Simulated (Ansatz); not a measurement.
# A hypothetical structure for Nb2V3Ga3, part 2 of 2

This structure for Nb2V3Ga3 is made up. Its elements were placed in a known structure type with a cell scaled to their sizes. What cell does the guess relax to, and how far off was it?

Ansatz 0.2.0; DFT, PBEsol, plane-wave PAW, files of the set soft_1, scalar-relativistic, ferromagnetic start, cell and ions relaxed at zero pressure; PAW set soft_1 (the session's first sound run).

So far: The structure; Relaxing cell and atoms. The relaxed cell has a = 3.755, c = 8.299 Å (conventional setting).

**3. Electronic structure of the relaxed cell**

A second self-consistent run takes a narrower smearing and the mesh shown in its input; the bands follow along the standard path of the relaxed lattice.

This step: DFT, PBEsol, plane-wave PAW, files of the set soft_1, scalar-relativistic, no spin, bands and density of states at the relaxed cell; PAW set soft_1 (Ansatz 0.2.0).

File input.yaml:

```yaml
crystal:
  lattice:
    - [3.7545954727, 0.0, 0.0]
    - [0.0, 3.7545954727, 0.0]
    - [0.0, 0.0, 8.2991874945]
  atoms:
    - { symbol: Nb, position: [0.0, 0.5, 0.2509636573] }
    - { symbol: Nb, position: [0.5, 0.0, 0.7490363427] }
    - { symbol: Ga, position: [0.5, 0.5, 0.5] }
    - { symbol: Ga, position: [0.0, 0.0, 0.0] }
    - { symbol: Ga, position: [0.0, 0.0, 0.5] }
    - { symbol: V, position: [0.5, 0.5, 0.0] }
    - { symbol: V, position: [0.5, 0.0, 0.2510776462] }
    - { symbol: V, position: [0.0, 0.5, 0.7489223538] }
kpoints:
  mp_grid: { grid: [8, 8, 4] }
  band_path:
    path:
      - [[0.0, 0.0, 0.0], [0.0, 0.5, 0.0], [0.5, 0.5, 0.0], [0.0, 0.0, 0.0], [0.0, 0.0, 0.5], [0.0, 0.5, 0.5], [0.5, 0.5, 0.5], [0.0, 0.0, 0.5]]
      - [[0.0, 0.5, 0.0], [0.0, 0.5, 0.5]]
      - [[0.5, 0.5, 0.0], [0.5, 0.5, 0.5]]
    npoints: 8
scf:
  occupations: { method: fermi_dirac, width: 0.03 }
  n_extra_bands: 12
hamiltonian:
  xc: pbesol
  pseudopotentials: { kind: paw, azcp: { folder: soft_1 }, xc_functional: pbe }
output:
  forces: true
  stress: true
  write_bands: true
  dos: { projected: true }
  write_density: true
  write_potential: true
  elf: true
  volumetric_format: npy
```

Run with:

```sh
ansatz run input.yaml --threads 4 --pin off --max-ram 10240MiB --backend cpu --events-out ev --progress --plain --runs-dir out
```

Numbers of over 12 decimals in the logs are rounded to 6 here.

The program printed:

```text
[...]
Crystal: 8 atoms, lattice volume = 116.994 Å³
Basis set: ecut = 420 eV, 2291 PW (Γ), exchange–correlation on 54×54×120 points (8 copies of the dense FFT grid, shifted against one another)
Bands: 64, of which v1, the nominal top of the filled ones, is band 52 counted from 1 (51 counted from 0)
Symmetry: 8 space group operations
[...]
k-points: 45 of 256 (time reversal used)
[...]
SCF iter   1: F=—  HF=-28882.452894 eV  |F-HF|=—  |Δ(HF+E_count)|=         —  Δρ=1.01e-1  dr2=3.23e1  ethr=3.10e-3  ⟨swp⟩=5.9  Hψ=9053  notcnv=0  defer=5
[...]
SCF iter  11: F=-28878.015555 eV  HF=-28878.015555 eV  |F-HF|=2.68e-8  |Δ(HF+E_count)|=   6.03e-9  Δρ=5.62e-6  dr2=3.86e-8  ethr=9.62e-11  ⟨swp⟩=13.6  Hψ=18356  notcnv=0
SCF 1 converged in 11 iterations: F = -28878.015555 eV  dr2 = 3.86e-8
[...]
NSCF: frozen V_eff on 75 k-points
SCF converged after 11 iterations
Free energy (F): -28878.015555 eV
[...]
Internal energy: -28878.000440 eV  (E = F + TS)
E sigma→0 (E₀):  -28878.007997 eV
Entropy (-TS):   -0.015115 eV (-1.889 meV/atom)
Fermi energy:    16.310430 eV
[...]
--- Forces (eV/Å), atoms counted from 1 ---
  atom   1  Nb    -0.00000000     0.00000000    -0.00518754
  atom   2  Nb    -0.00000000     0.00000000     0.00518754
  atom   3  Ga     0.00000000     0.00000000     0.00000000
  atom   4  Ga     0.00000000     0.00000000     0.00000000
  atom   5  Ga    -0.00000000     0.00000000     0.00000000
  atom   6  V     -0.00000000     0.00000000     0.00000000
  atom   7  V      0.00000000     0.00000000    -0.02347503
  atom   8  V      0.00000000     0.00000000     0.02347503
  max |Σ_I F_I| component: 5.42e-19 eV/Å
--- Stress (GPa, compression-positive) ---
       -0.011161       0.000000       0.000000
        0.000000      -0.011161       0.000000
        0.000000       0.000000       0.115297
  P = ⅓ Tr σ = 0.0310 GPa (0.310 kbar)
--- Band table (eV; the first three rows and the last of 45) ---
  k-point 0: bands = [... 48 lower, 15.4183, 16.0195, 16.7893, 16.7893, 16.9754, 17.0131, 17.4536, 17.4536, ... 8 higher]
  k-point 1: bands = [... 48 lower, 15.3071, 15.9571, 16.4026, 16.4026, 16.9763, 17.1724, 17.3630, 17.8086, ... 8 higher]
  k-point 2: bands = [... 48 lower, 15.1814, 15.9179, 16.1606, 16.1606, 16.9772, 17.0108, 17.5807, 17.9922, ... 8 higher]
  k-point 44: bands = [... 48 lower, 15.0558, 15.1932, 15.8374, 16.0521, 16.0521, 16.9412, 17.3043, 17.3043, ... 8 higher]
```

Run time: 6.2 s. Hardware: 4 threads of AMD EPYC 9B45 (Zen 5), shared host; peak memory 0.84 GiB.

In the SCF lines HF is the Harris–Foulkes energy and dr2 the Hartree energy of the density residual, in eV; the loop may stop once dr2 is under the threshold and the program's other checks hold. Hψ counts applications of the Hamiltonian.

Numbers from this step:

```yaml
free_energy: -28878.0156 eV
energy_at_zero_smearing: -28878.0080 eV
smearing_term_ts: 0.01512 eV
pressure: 0.03099 GPa
```

From bands.tsv, the bands that come nearest the Fermi level along the path, at its corners, in eV from the Fermi level:

```
point  band 49  band 50  band 51  band 52  band 53  band 54  band 55  band 56
    Γ    -0.89    -0.29     0.48     0.48     0.66     0.70     1.14     1.14
    X    -0.70    -0.36    -0.02     0.13     0.21     0.25     0.50     0.67
    M    -1.27    -0.98    -0.34    -0.34     0.38     0.65     0.95     0.95
    Γ    -0.89    -0.29     0.48     0.48     0.66     0.70     1.14     1.14
    Z    -1.13    -0.39    -0.15    -0.15     0.67     0.70     1.27     1.68
    R    -0.62    -0.33    -0.28     0.16     0.25     0.31     0.35     0.74
    A    -1.25    -1.12    -0.47    -0.26    -0.26     0.63     0.99     0.99
    Z    -1.13    -0.39    -0.15    -0.15     0.67     0.70     1.27     1.68
    X    -0.70    -0.36    -0.02     0.13     0.21     0.25     0.50     0.67
    R    -0.62    -0.33    -0.28     0.16     0.25     0.31     0.35     0.74
    M    -1.27    -0.98    -0.34    -0.34     0.38     0.65     0.95     0.95
    A    -1.25    -1.12    -0.47    -0.26    -0.26     0.63     0.99     0.99
```

States per cell as run, both spins, in windows of 1 eV, from dos.tsv (zero at the Fermi level):

```csv
from,to,total
-8,-7,1.82
-7,-6,1.56
-6,-5,0.77
-5,-4,2.22
-4,-3,4.08
-3,-2,6.42
-2,-1,8.47
-1,0,7.02
0,1,5.76
1,2,9.90
```

A further 71.8 states lie below the table's range.

Valence density in the ac plane at fractional y = 0.000, with atoms of Nb and Ga and V within 0.2 Å of it. It is the smooth field of the valence electrons, not physical close to the nuclei.

Ten steps, logarithmic in the rise over the least value, from '_' (0 e/Å³) to '@' (39 e/Å³), each cell a mean:
```
%%##--..______________::==##
==--....______________..::--
....________......________..
________..::------....______
______..::==++++++==::______
______..--++++++++==--..____
______..--==++++++==::..____
________..--======--..______
__________....::....________
::::..________________....::
##++--..______________..--**
@@%%==..______________::++%%
%%##--..______________::==##
==--..________________..::--
....____________________....
__________..::--::..________
________::==****++--..______
______..--++######++::______
________::++**##**==::______
________..::======::________
____________......__________
::::..__________________..::
##++--..______________..--**
@@%%==..______________::++%%
```
Columns run along a (3.8 Å), rows up along c (8.3 Å). Atoms in or near the plane, at fractional coordinates: Nb at (0.50, 0.75), Ga at (0.00, 0.00), Ga at (0.00, 0.50), V at (0.50, 0.25).

ELF in the ac plane at fractional y = 0.000, with atoms of Nb and Ga and V within 0.2 Å of it. It is the smooth field of the valence electrons, not physical close to the nuclei.

Ten even steps from '_' (0.02) to '@' (0.75), each cell a mean:
```
____..--==++++++++++==--..__
..::--==++========++++==--::
--======--::::--::::--======
++++==::..==##%%**--..::==++
**==::..++%%@@%%@@%%==..--++
++==::::##@@++::**@@**::::++
**==::::**@@##++%%%%++::--++
##**--..--##@@@@@@**::::==**
++++++--::::==++--::::==++++
----====--::::..::::====----
__..::--==--::::--====--::__
::__..--------::--==--::____
____..--------::--==----..__
..::--====--::::::--====--::
====++++--........::--++++==
****++--..::==++--....==****
****==..::**%%@@%%==..::==**
**++--..==%%@@@@@@##--..--++
**++--..--##@@@@%%**::..--++
**++==....--**##++::..::==**
==++++==::....::....::==++==
::----==++==------==++==----
__..::--==++++==++++==--::__
::__..--==++++++++++==::____
```
Columns run along a (3.8 Å), rows up along c (8.3 Å). Atoms in or near the plane, at fractional coordinates: Nb at (0.50, 0.75), Ga at (0.00, 0.00), Ga at (0.00, 0.50), V at (0.50, 0.25).

Electrostatic potential energy in the ac plane at fractional y = 0.000, with atoms of Nb and Ga and V within 0.2 Å of it. With pseudopotentials it is smooth inside the atoms' cores, unlike the true potential.

Values in eV, 24 rows by 14 columns, each cell a mean:
```
 47  40  20   7  13  17  19  19  18  17  12   8  25  43
 21  15   8  10  15  16  16  16  16  16  14   9   9  17
  9  10  12  14  14  11   9   8   9  12  14  14  11   9
 16  16  16  13   7  -5 -15 -18 -12  -1   8  14  16  16
 18  18  15   7  -9 -30 -39 -39 -37 -25  -5  11  16  18
 19  18  14   3 -18 -37 -39 -39 -39 -34 -13   8  15  18
 19  18  14   5 -15 -35 -39 -39 -39 -31 -10   9  15  18
 18  17  15  10  -1 -18 -31 -33 -28 -14   2  12  16  17
 12  13  14  13  11   6   0  -2   1   7  12  14  14  13
 11   9   8  12  14  14  13  13  13  14  14  10   7   9
 39  30  13   7  13  16  17  17  17  16  12   7  17  33
 47  46  25   6  12  17  18  18  18  16  10   9  32  47
 47  40  19   6  13  17  18  18  18  16  11   8  25  42
 21  15   8  10  15  16  17  17  17  16  14   8   9  17
  9   9  12  14  14  13  11  10  11  14  15  14  11   9
 16  17  16  14  10  -1 -10 -12  -8   3  11  15  16  17
 19  18  16  11  -4 -21 -25 -25 -25 -17   0  13  17  18
 19  18  16   8 -11 -24 -23 -21 -24 -22  -7  12  17  18
 19  18  16   9  -8 -23 -24 -23 -25 -20  -3  13  17  18
 18  18  17  13   5 -10 -20 -21 -18  -6   8  15  17  18
 12  13  15  16  14  11   7   5   8  12  15  16  15  13
 11   9   8  13  16  17  16  16  16  17  16  11   8  10
 39  30  14   8  14  18  19  19  18  17  13   8  18  33
 47  46  26   7  12  17  19  19  19  17  11  10  33  47
```
Columns run along a (3.8 Å; values clipped at the 3rd and 97th percentile), rows up along c (8.3 Å). Atoms in or near the plane, at fractional coordinates: Nb at (0.50, 0.75), Ga at (0.00, 0.00), Ga at (0.00, 0.50), V at (0.50, 0.25).

**4. What came out**

```
space group, relaxed : P-4m2
conventional cell    : a = 3.755, b = 3.755, c = 8.299 Å; α = 90.0°, β = 90.0°, γ = 90.0°
volume per atom      : 14.62 Å³ (guess 14.73)
total moment         : 0.00 μB in the cell of 8 atoms
```

**Reading.** Nb2V3Ga3 relaxes to P-4m2 with a = 3.755, b = 3.755 and c = 8.299 Å. The guessed volume was near the relaxed one. The space group P-4m2 was held in the relaxation, so the end point is a stationary structure within it and may be a saddle against distortions or other arrangements. The moments died out from this one start and weren't seeded again at the relaxed cell. Bands cross the Fermi level, so it is a metal or semimetal at this level. On the 8×8×4 mesh with the narrower smearing (relaxed on 7×7×3) the largest force component is 0.023 eV/Å and the largest stress component is 0.115 GPa, against the relaxation's thresholds of 0.015 eV/Å and 0.05 GPa. The cutoff wasn't tested. No dispersion term is used, so weakly bound directions may come out too long. Nothing here tests whether the compound is stable against decomposition.

[Logs are printed without paths, hosts, clocks, repeated set-up lines and the standing remarks that a program may print on its own settings, such as how far it seeks lower states.]

[Hosts, paths, dates, database ids (printed as entryN), source tags and the programs' standing remarks are cut or masked in the printed files.]
